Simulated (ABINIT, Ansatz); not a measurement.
# MoS3 (Pm-3m): zone-centre phonons, part 2 of 4

Aim: the zone-centre modes of MoS3 (Pm-3m).

ABINIT 10.8.3; DFT PBEsol, scalar-relativistic, plane waves, PseudoDojo norm-conserving pseudopotentials.

So far. Step 2 (Relaxing the cell and atoms): The volume changes by +0.9 % from the cell with which this run began. The relaxed cell has a = 4.644 Å (conventional setting).

The structure was built from a prototype and need not be the compound's stable phase.

**4. Zone-centre response**

At q = 0 one unit cell holds all displacements. The response is solved for single atoms along the cell's directions, and symmetry skips those that follow from others. The crystal is treated as a metal, which screens a static field, so no field response is asked.

Contents of dfpt_gamma.abi:

```

# common to the responses
getwfk_filepath "gso_WFK"
kptopt 2
nqpt 1
qpt 0.0 0.0 0.0
asr 0
chneut 0

# displacements
rfphon 1
rfatpol 1 4
rfdir 1 1 1
tolvrs 1.0d-10
prtwf 0

# basis, mesh and filling
ecut 36.0
ngkpt 8 8 8
nshiftk 1
shiftk 0.0 0.0 0.0
istwfk *1
occopt 3
tsmear 0.01
nband 24
nstep 100
diemac 1000000.0
prtebands 0
prtgsr 0
useylm 1

# cell and atoms
acell 8.775736467 8.775736467 8.775736467
rprim 
    1.0 0.0 0.0
    0.0 1.0 0.0
    0.0 0.0 1.0
ntypat 2
znucl 42 16
natom 4
typat 1 2 2 2
xred 
    0.0 0.0 0.0
    0.0 0.0 0.5
    0.0 0.5 0.0
    0.5 0.0 0.0
pp_dirpath "./pseudo"
pseudos "Mo.upf, S.upf"
```

Run with:

```console
$ OMP_NUM_THREADS=1 mpirun -n 4 abinit dfpt_gamma.abi > dfpt_gamma.log
```

Numbers of over 12 decimals in the logs are rounded to 6 here.

dfpt_gamma.abo, the main output file:

```text
[banners, grids, parts of the stress and lines that vanish by symmetry left out]
- input  file    -> dfpt_gamma.abi
- output file    -> dfpt_gamma.abo
- root for input  files -> dfpt_gammai
- root for output files -> dfpt_gammao

 Symmetries : space group Pm -3 m (#221); Bravais cP (primitive cubic)
================================================================================
 Values of the parameters that define the memory need of the present run (RF).
     intxc =       0      iscf =       7    lmnmax =      18     lnmax =       6
     mgfft =      48  mpssoang =       3    mqgrid =    3001     natom =       4
  nloc_mem =       1    nspden =       1   nspinor =       1    nsppol =       1
      nsym =      48    n1xccc =    2501    ntypat =       2    occopt =       3
   xclevel =       2
-    mband =          24        mffmem =           1         mkmem =          65
-   mkqmem =          65        mk1mem =          65           mpw =        7012
      nfft =      110592          nkpt =         260
- my_mband =          24
================================================================================
================================================================================

--------------------------------------------------------------------------------
------------- Echo of variables that govern the present computation ------------
--------------------------------------------------------------------------------
-
- outvars: echo of selected default values
-   iomode0 =  0 , fftalg0 =312 , wfoptalg0 =  0
-
- outvars: echo of global parameters not present in the input file
-  max_nthreads =    1
-
 -outvars: echo values of preprocessed input variables
 [... echo left out ...]
================================================================================

 chkinp: Checking input parameters for consistency.

[...]
== DATASET  1 ==================================================================
-   mpi_nproc: 4, omp_nthreads: 1 (-1 if OMP is not activated)

--- !DatasetInfo
iteration_state: {dtset: 1, }
dimensions: {natom: 4, nkpt: 260, mband: 24, nsppol: 1, nspinor: 1, nspden: 1, mpw: 7012, }
cutoff_energies: {ecut:  36.0, pawecutdg:  -1.0, }
electrons: {nelect:   3.20000000E+01, charge:   0.00000000E+00, occopt:   3.00000000E+00, tsmear:   1.00000000E-02, }
meta: {optdriver: 1, rfphon: 1, }
...

 mkfilename: getwfk from: gso_WFK

 Real(R)+Recip(G) space primitive vectors, cartesian coordinates (Bohr,Bohr^-1):
 R(1)=  8.7757365  0.0000000  0.0000000  G(1)=  0.1139506  0.0000000  0.0000000
 R(2)=  0.0000000  8.7757365  0.0000000  G(2)=  0.0000000  0.1139506  0.0000000
 R(3)=  0.0000000  0.0000000  8.7757365  G(3)=  0.0000000  0.0000000  0.1139506
 Unit cell volume ucvol=  6.7585062E+02 bohr^3
 Angles (23,13,12)=  9.00000000E+01  9.00000000E+01  9.00000000E+01 degrees
 setup1 : take into account q-point for computing boxcut.

 getcut: wavevector=  0.0000  0.0000  0.0000  ngfft=  48  48  48
         ecut(hartree)=     36.000   => boxcut(ratio)=   2.02508

--- Pseudopotential description ------------------------------------------------
- pspini: atom type   1  psp file is ./pseudo/Mo.upf

- pspini: atom type   2  psp file is ./pseudo/S.upf

   1.34736347E+03                                ecore*ucvol(ha*bohr**3)
--------------------------------------------------------------------------------

 ==>  initialize data related to q vector <==

 The list of irreducible perturbations for this q vector is:
    1)    idir= 1    ipert=   1
    2)    idir= 1    ipert=   2
    3)    idir= 3    ipert=   2

[...]
The perturbation idir=   2  ipert=   1 is
 symmetric of a previously calculated perturbation.
 So, its SCF calculation is not needed.

 The perturbation idir=   3  ipert=   1 is
 symmetric of a previously calculated perturbation.
 So, its SCF calculation is not needed.

 The perturbation idir=   2  ipert=   2 is
 symmetric of a previously calculated perturbation.
 So, its SCF calculation is not needed.

 The perturbation idir=   1  ipert=   3 is
 symmetric of a previously calculated perturbation.
 So, its SCF calculation is not needed.

[...]
The perturbation idir=   2  ipert=   4 is
 symmetric of a previously calculated perturbation.
 So, its SCF calculation is not needed.

 The perturbation idir=   3  ipert=   4 is
 symmetric of a previously calculated perturbation.
 So, its SCF calculation is not needed.

--------------------------------------------------------------------------------
 Perturbation wavevector (in red.coord.)   0.000000  0.000000  0.000000
 Perturbation : displacement of atom   1   along direction   1
 Found     8 symmetries that leave the perturbation invariant.

[...]
dfpt_looppert : total number of electrons, from k and k+q
  fully or partially occupied states are    3.200000E+01 and    3.200000E+01.
 Initialisation of the first-order wave-functions :
  ireadwf=   0

--- !BeginCycle
iteration_state: {dtset: 1, }
solver: {iscf: 7, nstep: 100, nline: 4, wfoptalg: 0, }
tolerances: {tolvrs: 1.00E-10, }
...

     iter   2DEtotal(Ha)        deltaE(Ha) residm    vres2
-ETOT  1   6.173140     -5.840E+03 2.353E+01 6.725E+03
 ETOT  2   2.200650     -3.972E+00 7.417E+00 2.964E+02
 ETOT  3   2.093995     -1.067E-01 3.024E+00 7.707E+01
 ETOT  4   2.081292     -1.270E-02 6.056E-01 6.503E+00
 ETOT  5   2.081575      2.831E-04 1.522E+00 2.554E+00
[...]
At SCF step   14       vres2   =  5.49E-11 < tolvrs=  1.00E-10 =>converged.
[...]
Mean square residual over all n,k,spin=   67.357E-07; max=  11.078E-03

 Thirteen components of 2nd-order total energy (hartree) are
 1,2,3: 0th-order hamiltonian combined with 1st-order wavefunctions
     kin0=   4.65419403E+03 eigvalue=   6.36514444E+02  local=  -4.15407553E+03
 4,5,6: 1st-order hamiltonian combined with 1st and 0th-order wfs
 loc psp =  -6.04106568E+03  Hartree=   1.73536792E+03     xc=  -3.22192673E+02
 note that "loc psp" includes a xc core correction that could be resolved
 7,8,9: eventually, occupation + non-local contributions
    edocc=   5.24878477E+02     enl0=   2.76944833E+03   enl1=  -5.64720435E+03
 1-9 gives the relaxation energy (to be shifted if some occ is /=2.0)
   erelax=  -5.84413502E+03
 10,11,12 Non-relaxation  contributions : frozen-wavefunctions and Ewald
 fr.local=   2.96372285E+03 fr.nonlo=   2.80636231E+03  Ewald=   1.20283367E+02
 13,14 Frozen wf xc core corrections (1) and (2)
 frxc 1  =  -1.64118881E+02  frxc 2 =   1.19965998E+02
 Resulting in :
 2DEtotal=    0.2080631938E+01 Ha. Also 2DEtotal=    0.566168792926E+02 eV
    (2DErelax=   -5.8441350177E+03 Ha. 2DEnonrelax=    5.8462156496E+03 Ha)
    (  non-var. 2DEtotal :    2.0806336743E+00 Ha)

[...]
Perturbation wavevector (in red.coord.)   0.000000  0.000000  0.000000
 Perturbation : displacement of atom   2   along direction   1
 Found     4 symmetries that leave the perturbation invariant.

[...]
dfpt_looppert : total number of electrons, from k and k+q
  fully or partially occupied states are    3.200000E+01 and    3.200000E+01.
 Initialisation of the first-order wave-functions :
  ireadwf=   0

--- !BeginCycle
iteration_state: {dtset: 1, }
solver: {iscf: 7, nstep: 100, nline: 4, wfoptalg: 0, }
tolerances: {tolvrs: 1.00E-10, }
...

     iter   2DEtotal(Ha)        deltaE(Ha) residm    vres2
-ETOT  1   1.790077     -5.385E+02 1.062E+01 2.312E+02
[...]
At SCF step   14       vres2   =  8.37E-11 < tolvrs=  1.00E-10 =>converged.
[...]
Mean square residual over all n,k,spin=   27.615E-08; max=  64.987E-05

 Thirteen components of 2nd-order total energy (hartree) are
 1,2,3: 0th-order hamiltonian combined with 1st-order wavefunctions
     kin0=   4.93417428E+02 eigvalue=   2.12972459E+00  local=  -3.60064595E+02
 4,5,6: 1st-order hamiltonian combined with 1st and 0th-order wfs
 loc psp =  -4.14183662E+02  Hartree=   1.43252588E+02     xc=  -4.23630803E+01
 note that "loc psp" includes a xc core correction that could be resolved
 7,8,9: eventually, occupation + non-local contributions
    edocc=   2.27341356E+01     enl0=   2.79870302E+02   enl1=  -6.63769343E+02
 1-9 gives the relaxation energy (to be shifted if some occ is /=2.0)
   erelax=  -5.38976502E+02
 10,11,12 Non-relaxation  contributions : frozen-wavefunctions and Ewald
 fr.local=   3.04484078E+02 fr.nonlo=   3.35669884E+02  Ewald=  -8.72876720E+01
 13,14 Frozen wf xc core corrections (1) and (2)
 frxc 1  =  -6.62118580E+01  frxc 2 =   5.36337364E+01
 Resulting in :
 2DEtotal=    0.1311665273E+01 Ha. Also 2DEtotal=    0.356922303706E+02 eV
    (2DErelax=   -5.3897650249E+02 Ha. 2DEnonrelax=    5.4028816776E+02 Ha)
    (  non-var. 2DEtotal :    1.3116651092E+00 Ha)

[...]
Perturbation wavevector (in red.coord.)   0.000000  0.000000  0.000000
 Perturbation : displacement of atom   2   along direction   3
 Found     8 symmetries that leave the perturbation invariant.

--------------------------------------------------------------------------------

--------------------------------------------------------------------------------

 dfpt_looppert : total number of electrons, from k and k+q
  fully or partially occupied states are    3.200000E+01 and    3.200000E+01.
 Initialisation of the first-order wave-functions :
  ireadwf=   0

--- !BeginCycle
iteration_state: {dtset: 1, }
solver: {iscf: 7, nstep: 100, nline: 4, wfoptalg: 0, }
tolerances: {tolvrs: 1.00E-10, }
...

     iter   2DEtotal(Ha)        deltaE(Ha) residm    vres2
-ETOT  1   13.620324507619     -5.762E+02 2.812E+00 1.199E+04
[...]
ETOT 12   10.050728989325      2.308E-11 5.417E-03 1.460E-09
 ETOT 13   10.050728989314     -1.182E-11 2.193E-03 5.404E-11

 At SCF step   13       vres2   =  5.40E-11 < tolvrs=  1.00E-10 =>converged.
[...]
Mean square residual over all n,k,spin=   13.974E-07; max=  21.933E-04

 Thirteen components of 2nd-order total energy (hartree) are
 1,2,3: 0th-order hamiltonian combined with 1st-order wavefunctions
     kin0=   5.35245695E+02 eigvalue=   8.80318818E+00  local=  -3.94161676E+02
 4,5,6: 1st-order hamiltonian combined with 1st and 0th-order wfs
 loc psp =  -4.16256457E+02  Hartree=   1.69596667E+02     xc=  -4.21252184E+01
 note that "loc psp" includes a xc core correction that could be resolved
 7,8,9: eventually, occupation + non-local contributions
    edocc=   3.41376815E+01     enl0=   2.68312706E+02   enl1=  -7.43361629E+02
 1-9 gives the relaxation energy (to be shifted if some occ is /=2.0)
   erelax=  -5.79809043E+02
 10,11,12 Non-relaxation  contributions : frozen-wavefunctions and Ewald
 fr.local=  -1.74018041E+02 fr.nonlo=   3.80545490E+02  Ewald=   3.97958740E+02
 13,14 Frozen wf xc core corrections (1) and (2)
 frxc 1  =  -6.54944239E+01  frxc 2 =   5.08680065E+01
 Resulting in :
 2DEtotal=    0.1005072899E+02 Ha. Also 2DEtotal=    0.273494268582E+03 eV
    (2DErelax=   -5.7980904260E+02 Ha. 2DEnonrelax=    5.8985977159E+02 Ha)
    (  non-var. 2DEtotal :    1.0050728639E+01 Ha)

[...]
---- first-order wavefunction calculations are completed ----

 ==> Compute Derivative Database <==

 [... matrices left out ...]
  Phonon wavevector (reduced coordinates) :  0.00000  0.00000  0.00000
 Phonon energies in Hartree :
  -6.330911E-06 -6.330911E-06 -6.330910E-06  1.859685E-04  1.859685E-04
   1.859685E-04  4.526778E-04  4.526778E-04  4.526778E-04  1.652404E-03
   1.652404E-03  1.652404E-03
 Phonon frequencies in cm-1    :
- -1.389474E+00 -1.389474E+00 -1.389474E+00  4.081537E+01  4.081537E+01
-  4.081537E+01  9.935129E+01  9.935129E+01  9.935129E+01  3.626609E+02
-  3.626609E+02  3.626609E+02

== END DATASET(S) ==============================================================
================================================================================

 -outvars: echo values of variables after computation
            acell      8.7757364670E+00  8.7757364670E+00  8.7757364670E+00 Bohr
           etotal      1.0050728989E+01
            fcart      0.0000000000E+00  0.0000000000E+00  0.0000000000E+00
           strten      0.0000000000E+00  0.0000000000E+00  0.0000000000E+00
================================================================================
```

Run time: 7.5 min. Hardware: 4 MPI ranks of Arm Neoverse V2, shared host; 30 min of CPU time.

This step gave:

| Property | Result |
| --- | --- |
| largest acoustic frequency at the zone centre before the sum rule | -1.39 cm⁻¹ |
| highest optical zone-centre mode (no LO-TO term) | 362.7 cm⁻¹ |
| lowest optical zone-centre mode | 40.82 cm⁻¹ |

The acoustic modes at Γ come out as far as 1.4 cm⁻¹ from zero, where they should vanish, a small numerical error.

(Part 2 of 4 ends here.)

[Host names and launcher messages were left out of these logs when they were recorded.]

[Logs are printed without paths, hosts, clocks, repeated set-up lines and the standing remarks that a program may print on its own settings, such as how far it seeks lower states.]

[Hosts, paths, dates, database ids (printed as entryN), source tags and the programs' standing remarks are cut or masked in the printed files.]
